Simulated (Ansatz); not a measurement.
Rows from a G0W0 calculation on H2CClF (P2_1) (Ansatz 0.2.0; G0W0 on PBE, plane waves, PAW; PAW set soft_1; 4×4×2 mesh, 558 empty bands, screening to 150 eV, PAW set soft_1 files), in eV. Spin-orbit coupling is left out.

```csv
row,k,band,start,Σx,Σc at the solution,Vxc
A,"(-0.500, 0.000, 0.000)",v1,-0.692,-21.433,2.366,-16.807
B,"(-0.500, 0.000, 0.000)",c1,5.350,-8.770,-3.866,-14.402
C,"(-0.500, 0.000, 0.000)",c2,6.072,-8.562,-3.879,-14.285
D,"(-0.500, -0.500, 0.000)",v1,-0.645,-22.016,2.515,-17.241
E,"(-0.500, 0.000, 0.000)",v2,-0.833,-21.490,2.439,-16.777
F,"(-0.500, -0.500, 0.000)",c1,5.896,-9.381,-4.005,-15.322
```

**Question.** Work out each quasiparticle level and how far it moved.

The quasiparticle equation reads E = start + Σx + Σc(E) − Vxc.

| row | E (eV) | shift (eV) |
| --- | --- | --- |
| A | -2.952 | −2.260 |
| B | 7.115 | +1.766 |
| C | 7.915 | +1.843 |
| D | -2.907 | −2.261 |
| E | -3.107 | −2.273 |
| F | 7.831 | +1.936 |

Limits: not at the basis limit; coarse k mesh.

[Paths, hosts, dates, memory and timing lines, banners, echoed tables and standing remarks are left out of the program output.]

[Logs are printed without paths, hosts, clocks, repeated set-up lines and the standing remarks that a program may print on its own settings, such as how far it seeks lower states.]

[Runs of the session that timed out or met a known fault of the program may be left out.]

[Cells called generated may have been cut or substituted from an entry of the Crystallography Open Database or the Materials Project.]

[Hosts, paths, dates, database ids (printed as entryN), source tags and the programs' standing remarks are cut or masked in the printed files.]
